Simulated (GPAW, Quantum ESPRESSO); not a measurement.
# S K-edge XANES of YS (Fm-3m), part 3 of 4

Do two independent programs agree on the S K edge of YS (Fm-3m)? The same cell and functional are run with XSpectra and with GPAW.

Quantum ESPRESSO 7.5 and GPAW 26.7.0; core-hole supercells, plane-wave PAW LDA.

So far. Step 8 (Spectrum with XCH, S atom 2 (Quantum ESPRESSO)): The total-energy difference is 2475.51 eV. One term is added: -16.82 eV, since the hole is spin-paired here and a spin-polarised one costs that much less in the free atom (computed apart). The photon energy is then 2458.69 eV. The functional leaves an error in such absolute values: in the free atom LDA prices this hole 9.1 eV below PBE (computed apart), and PBE is itself good to a few eV.

## (9) Another broadening

Level of this step: X-ray absorption near-edge structure, plane-wave PAW LDA, one-electron final states by a Lanczos continued fraction (Quantum ESPRESSO).

The final state's lifetime shortens with energy, so measured features broaden above the edge; the saved Lanczos coefficients are redrawn with a width that grows.

Contents of xspectra_plot.in:

```
&input_xspectra
   calculation='xanes_dipole', edge='K'
   prefix='x', outdir='tmp', xiabs=2, xe0=12.5274
   xonly_plot=.true., x_save_file='xanes.sav'
   xniter=3000, xcheck_conv=20, xerror=0.005
   xcoordcrys=.false., xepsilon(1)=1, xepsilon(2)=0, xepsilon(3)=0
/
&plot
   xnepoint=413, xemin=-10, xemax=45, terminator=.true., cut_occ_states=.true.
   gamma_mode='variable', gamma_energy(1)=4, gamma_energy(2)=25, gamma_value(1)=0.3, gamma_value(2)=2.5
/
&pseudos
   filecore='../S.wfc'
/
&cut_occ
   cut_desmooth=0.1, cut_stepl=0.05, cut_stepu=0.05, cut_ierror=1e-5
/
6 6 6 0 0 0
```

On the command line:

```bash
OMP_NUM_THREADS=1 xspectra.x -in xspectra_plot.in > xspectra_plot.out
```

Numbers of over 12 decimals in the logs are rounded to 6 here.

Log:

```text
     [... banner and references ...]
Reading input_file
     -------------------------------------------------------------------------

     calculation: xanes_dipole

     xonly_plot: TRUE
        => only the spectrum plot

     main plot parameters:
        cut_occ_states: TRUE
        gamma_mode:  variable
        -> first, constant up to point ( 4.00, 0.30) [eV]
        -> then, linear up to point (25.00, 2.50) [eV]
        -> finally, constant up to xemax
        xemin [eV]: -10.00
        xemax [eV]:  45.00
        xnepoint:  413
[...]
xemin [eV]: -10.00
        xemax [eV]:  45.00
        xnepoint:  413
        energy-dependent broadening parameter:
         -> first, constant up to point ( 4.00, 0.30) [eV]
         -> then, linear up to point (25.00, 2.50) [eV]
         -> finally, constant up to xemax
        Core level energy [eV]:  -2472.
         (from electron binding energy of neutral atoms in X-ray data booklet)

     Cross-section successfully written in xanes.dat

     -------------------------------------------------------------------------
                                END JOB XSpectra
     -------------------------------------------------------------------------
[key lines of the parts left out:]
Fermi level [eV]:  12.7342
```

It took 2.5 s on 1 MPI rank of Arm Neoverse V2, shared host; peak memory 0.05 GiB.

With a Lorentzian half width 0.3 eV up to 4 eV, rising linearly to 2.5 eV at 25 eV, the maxima are 2.1 eV (1.72), 3.2 eV (1.92), 4.8 eV (1.64), 6.7 eV (1.41) and 13.0 eV (0.82).

## (10) Ground state of the crystal (GPAW)

The second program starts from its own ground state, on the same cell and functional.

Contents of scf.py:

```python
import numpy as np
from ase import Atoms
from ase.parallel import parprint, paropen
from gpaw import GPAW, PW, FermiDirac, Mixer, MixerDif, setup_paths
from gpaw.test import gen
setup_paths.insert(0, '.')
gen('S', name='nch1s', xcname='LDA', corehole=(1, 0, 0), write_xml=True)
from gpaw.mpi import world
world.barrier()

atoms = Atoms('YS',
    cell=[[0, 2.74365, 2.74365],
     [2.74365, 0, 2.74365],
     [2.74365, 2.74365, 0]],
    scaled_positions=[[0.5, 0.5, 0.5],
     [0, 0, 0]],
    pbc=True)
atoms.calc = calc = GPAW(legacy_gpaw=True, mode=PW(500), xc='LDA', setups={1: 'nch1s'},
    kpts={'size': (8, 8, 8), 'gamma': True}, occupations=FermiDirac(0.05),
    charge=0, mixer=Mixer(0.1, 5, 50), maxiter=150,
    convergence={'density': 0.0001}, txt='scf.txt')
energy = atoms.get_potential_energy() + calc.get_reference_energy()
ef = calc.get_fermi_level()
out = dict(energy=energy, fermi=ef, forces=atoms.get_forces().tolist())
parprint(f'all-electron energy {energy:.4f} eV, Fermi level {ef:.4f} eV')
ev = np.array([[calc.get_eigenvalues(k, s) for k in range(len(calc.get_ibz_k_points()))] for s in range(calc.get_number_of_spins())])
out['homo'], out['lumo'], out['counts'] = ev[ev < ef].max(), ev[ev > ef].min(), sorted(set((ev < ef).sum((0, 2)).tolist()))
out['filled'] = (ev[:, 0] < ef).sum(1).tolist()
import json
with paropen('out.json', 'w') as f:
    json.dump(out, f)
```

On the command line:

```bash
OMP_NUM_THREADS=1 mpirun -n 4 gpaw python scf.py
```

Log:

```text
Input parameters:
  convergence: {density: 0.0001}
  kpts: {gamma: True,
         size: (8, 8, 8)}
  maxiter: 150
  mixer: {backend: pulay,
          beta: 0.1,
          method: separate,
          nmaxold: 5,
          weight: 50}
  mode: {ecut: 500.0,
         name: pw}
  occupations: {fixmagmom: False,
                name: fermi-dirac,
                width: 0.05}
  setups: {1: nch1s}

Initialize ...

[...]
3s(2) :    -0.634959     1.191395
*s    :     0.365041
3p(4) :    -0.261139     0.997058
*p    :     0.738861
*d    :     0.000000
--------------------------------

Diagonalizing with gridspacing h=0.050

state   all-electron     PAW
-------------------------------
3s:      -0.634959    -0.635587
3p:      -0.261139    -0.261554
*d:                    0.043150
*f:                    0.074695
-------------------------------
all-electron energy -102826.7956 eV, Fermi level 9.5078 eV
[key lines of the parts left out:]
Converged after 11 iterations.
Dipole moment: (0.000000, 0.000000, 0.000000) |e|*Ang
Free energy:    -14.330067
Fermi level: 9.50780
```

Run time: 4.3 s. Hardware: 4 MPI ranks; peak memory 0.17 GiB.

The mesh shows no gap, so the system is treated as a metal and the core electron is put at the Fermi level (neutral cell).

## (11) Spectrum without a core hole, S atom 2 (GPAW)

Without a hole the spectrum is the empty density of states of the right symmetry on the absorber, weighted by matrix elements. It needs only the small cell and serves as the baseline. The data set with a hole of occupation 0 only carries the core orbital.

Contents of xas.py:

```python
import numpy as np
from ase import Atoms
from ase.parallel import parprint, paropen
from gpaw import GPAW, PW, FermiDirac, Mixer, MixerDif, setup_paths
from gpaw.test import gen
setup_paths.insert(0, '.')
gen('S', name='nch1s', xcname='LDA', corehole=(1, 0, 0), write_xml=True)
from gpaw.mpi import world
world.barrier()

atoms = Atoms('YS',
    cell=[[0, 2.74365, 2.74365],
     [2.74365, 0, 2.74365],
     [2.74365, 2.74365, 0]],
    scaled_positions=[[0.5, 0.5, 0.5],
     [0, 0, 0]],
    pbc=True)
atoms.calc = calc = GPAW(legacy_gpaw=True, mode=PW(500), xc='LDA', setups={1: 'nch1s'},
    kpts={'size': (11, 11, 11), 'gamma': True}, occupations=FermiDirac(0.1),
    charge=0, mixer=Mixer(0.1, 5, 50), maxiter=150,
    convergence={'density': 0.0001}, txt='scf.txt')
energy = atoms.get_potential_energy() + calc.get_reference_energy()
ef = calc.get_fermi_level()
out = dict(energy=energy, fermi=ef, forces=atoms.get_forces().tolist())
parprint(f'all-electron energy {energy:.4f} eV, Fermi level {ef:.4f} eV')
ev = np.array([[calc.get_eigenvalues(k, s) for k in range(len(calc.get_ibz_k_points()))] for s in range(calc.get_number_of_spins())])
out['homo'], out['lumo'], out['counts'] = ev[ev < ef].max(), ev[ev > ef].min(), sorted(set((ev < ef).sum((0, 2)).tolist()))
out['filled'] = (ev[:, 0] < ef).sum(1).tolist()

from ase.units import Ha
from gpaw.xas import dipole_matrix_elements
nb = int(calc.get_number_of_electrons() / 2) + 33
top = nb
nscf = calc.fixed_density(kpts={'size': (10, 10, 10), 'gamma': True},
    convergence={'eigenstates': 1.0}, txt='nscf.txt')
nscf.diagonalize_full_hamiltonian(nbands=nb)
cell = atoms.cell.array
ops = [cell.T @ U.T @ np.linalg.inv(cell.T) for U in nscf.wfs.kd.symmetry.op_scc]
E = np.arange(-25, 34, 0.1)
fwhm = np.interp(E, [4, 25], [0.9, 3.5])
Y, X, zero, highest = 0, 0, 1e9, 1e9
for spin in range(nscf.get_number_of_spins()):
    wfs = nscf.wfs
    A = dipole_matrix_elements(wfs.setups[1])
    eps = np.zeros((wfs.kd.nibzkpts, nb))
    d = np.zeros((3, A.shape[1], wfs.kd.nibzkpts, nb), complex)
    for kpt in wfs.kpt_u:
        if kpt.s == spin and 1 in kpt.P_ani:
            eps[kpt.k] = kpt.eps_n * Ha
            d[:, :, kpt.k] = (kpt.weight * wfs.nspins / 2) ** 0.5 * np.inner(A, kpt.P_ani[1])
    world.sum(eps)
    world.sum(d)
    T = np.einsum('amkn,bmkn->abkn', d, d.conj()).real
    T = sum(np.einsum('ai,ijkn,bj->abkn', R, T, R) for R in ops) / len(ops)
    empty = eps > ef
    zero, highest = min(zero, eps[empty].min()), min(highest, eps[:, top - 1].min())
    lines = [(eps, T, empty)] if spin == 0 else lines + [(eps, T, empty)]
for eps, T, empty in lines:
    f = np.einsum('aakn->akn', T).reshape(3, -1)
    x = eps.ravel() - zero
    w = np.interp(x, E, fwhm) / 2.35482
    g = np.exp(-0.5 * ((E[:, None] - x) / w) ** 2) / (w * (2 * np.pi) ** 0.5)
    Y = Y + (f * empty.ravel()) @ g.T
    X = X + (f * ~empty.ravel()) @ g.T
out.update(E=E.round(2).tolist(), xas=Y.tolist(), xes=X.tolist(), zero=zero, valid=highest - zero, nk=len(eps), nb=nb)
for i in range(0, len(E), 10):
    parprint(f'{E[i]:7.2f}', *(f'{v:10.3e}' for v in Y[:, i]))
import json
with paropen('out.json', 'w') as f:
    json.dump(out, f)
```

On the command line:

```bash
OMP_NUM_THREADS=1 mpirun -n 4 gpaw python xas.py
```

Log:

```text
Input parameters:
  convergence: {density: 0.0001}
  kpts: {gamma: True,
         size: (11, 11, 11)}
  maxiter: 150
  mixer: {backend: pulay,
          beta: 0.1,
          method: separate,
          nmaxold: 5,
          weight: 50}
  mode: {ecut: 500.0,
         name: pw}
  occupations: {fixmagmom: False,
                name: fermi-dirac,
                width: 0.1}
  setups: {1: nch1s}

Initialize ...

[...]
*p    :     0.738861
*d    :     0.000000
--------------------------------

Diagonalizing with gridspacing h=0.050

state   all-electron     PAW
-------------------------------
3s:      -0.634959    -0.635587
3p:      -0.261139    -0.261554
*d:                    0.043150
*f:                    0.074695
-------------------------------
all-electron energy -102826.8026 eV, Fermi level 9.4972 eV
[...]
32.00  2.392e-06  2.392e-06  2.392e-06
  33.00  2.361e-06  2.361e-06  2.361e-06
[key lines of the parts left out:]
Converged after 11 iterations.
Dipole moment: (0.000000, 0.000000, 0.000000) |e|*Ang
Free energy:    -14.347923
Fermi level: 9.49717
```

It took 37 s on 4 MPI ranks; peak memory 0.31 GiB.

The S K spectrum, S atom 2, no core hole (energy from the lowest empty level; intensity scaled to a mean of 1 over the first 20 eV):

```tsv
E (eV)	intensity
-2.0	0.00
-1.0	0.00
0.0	0.33
1.0	0.60
2.0	0.87
3.0	1.50
4.0	1.21
5.0	0.94
6.0	1.33
7.0	2.06
8.0	1.81
9.0	1.32
10.0	0.79
11.0	0.69
12.0	0.86
13.0	0.76
14.0	0.69
15.0	0.72
16.0	0.81
17.0	0.89
18.0	0.83
19.0	0.71
20.0	0.67
21.0	0.72
22.0	0.78
23.0	0.80
24.0	0.87
25.0	1.06
26.0	1.30
27.0	1.44
28.0	1.40
29.0	1.19
30.0	0.95
31.0	0.80
32.0	0.76
```

Main maxima below 24 eV (height): 3.5 eV (1.57), 7.3 eV (2.13), 12.1 eV (0.86) and 17.1 eV (0.89). 

The same matrix elements for filled bands give the S K emission of S atom 2 (ground-state approximation; energy from the lowest empty level, largest value 1):

```tsv
E (eV)	emission
-24.00	0.00
-23.25	0.00
-22.50	0.00
-21.75	0.00
-21.00	0.00
-20.25	0.00
-19.50	0.00
-18.75	0.00
-18.00	0.00
-17.25	0.00
-16.50	0.00
-15.75	0.00
-15.00	0.00
-14.25	0.00
-13.50	0.00
-12.75	0.00
-12.00	0.00
-11.25	0.00
-10.50	0.00
-9.75	0.00
-9.00	0.00
-8.25	0.00
-7.50	0.01
-6.75	0.16
-6.00	0.39
-5.25	0.85
-4.50	0.79
-3.75	0.23
-3.00	0.02
-2.25	0.00
-1.50	0.01
-0.75	0.03
0.00	0.02
0.75	0.00
1.50	0.00
2.25	0.00
3.00	0.00
```

Emission maxima: -5.0 eV (1.00).

## (12) Supercell without a hole, the energy reference (GPAW)

Total energies of two programs can't be mixed, so the cell and mesh of GPAW's hole run get a reference energy of their own.

scf.py: that of step 10 with these lines changed.

```diff
@@ -10,11 +10,17 @@
 
-atoms = Atoms('YS',
-    cell=[[0, 2.74365, 2.74365],
-     [2.74365, 0, 2.74365],
-     [2.74365, 2.74365, 0]],
+atoms = Atoms('Y4S4',
+    cell=[[0, 0, 5.4873],
+     [5.4873, 0, 0],
+     [0, 5.4873, 0]],
     scaled_positions=[[0.5, 0.5, 0.5],
-     [0, 0, 0]],
+     [0.5, 0, 0],
+     [0, 0, 0.5],
+     [0, 0.5, 0],
+     [0, 0, 0],
+     [0, 0.5, 0.5],
+     [0.5, 0.5, 0],
+     [0.5, 0, 0.5]],
     pbc=True)
-atoms.calc = calc = GPAW(legacy_gpaw=True, mode=PW(500), xc='LDA', setups={1: 'nch1s'},
-    kpts={'size': (8, 8, 8), 'gamma': True}, occupations=FermiDirac(0.05),
+atoms.calc = calc = GPAW(legacy_gpaw=True, mode=PW(500), xc='LDA', setups={4: 'nch1s'},
+    kpts={'size': (5, 5, 5), 'gamma': True}, occupations=FermiDirac(0.1),
     charge=0, mixer=Mixer(0.1, 5, 50), maxiter=150,
```

On the command line:

```bash
OMP_NUM_THREADS=1 mpirun -n 4 gpaw python scf.py
```

Log:

```text
Input parameters:
  convergence: {density: 0.0001}
  kpts: {gamma: True,
         size: (5, 5, 5)}
  maxiter: 150
  mixer: {backend: pulay,
          beta: 0.1,
          method: separate,
          nmaxold: 5,
          weight: 50}
  mode: {ecut: 500.0,
         name: pw}
  occupations: {fixmagmom: False,
                name: fermi-dirac,
                width: 0.1}
  setups: {4: nch1s}

Initialize ...

[...]
3s(2) :    -0.634959     1.191395
*s    :     0.365041
3p(4) :    -0.261139     0.997058
*p    :     0.738861
*d    :     0.000000
--------------------------------

Diagonalizing with gridspacing h=0.050

state   all-electron     PAW
-------------------------------
3s:      -0.634959    -0.635587
3p:      -0.261139    -0.261554
*d:                    0.043150
*f:                    0.074695
-------------------------------
all-electron energy -411307.1450 eV, Fermi level 9.6070 eV
[key lines of the parts left out:]
Converged after 18 iterations.
Dipole moment: (-0.000000, -0.000000, -0.000000) |e|*Ang
Free energy:    -57.337413
Fermi level: 9.60697
```

It took 14 s on 4 MPI ranks; peak memory 0.21 GiB; 56 s of CPU time.

Reference energy: -411307.145 eV with the cores included.

[end of part 3 of 4]

[Banner, clock and machine lines of the logs are left out without a mark of their own.]

[Logs are printed without paths, hosts, clocks, repeated set-up lines and the standing remarks that a program may print on its own settings, such as how far it seeks lower states.]

[Hosts, paths, dates, database ids (printed as entryN), source tags and the programs' standing remarks are cut or masked in the printed files.]

[Lists of maxima count a maximum above −3 eV only where it reaches 4 % of the highest in the window and stands out from its surroundings by 2 % of it (1.5 % where it reaches 55 %); shoulders and weaker maxima are passed over, and of the rest the first, up to two pre-edge ones and the few strongest are named.]
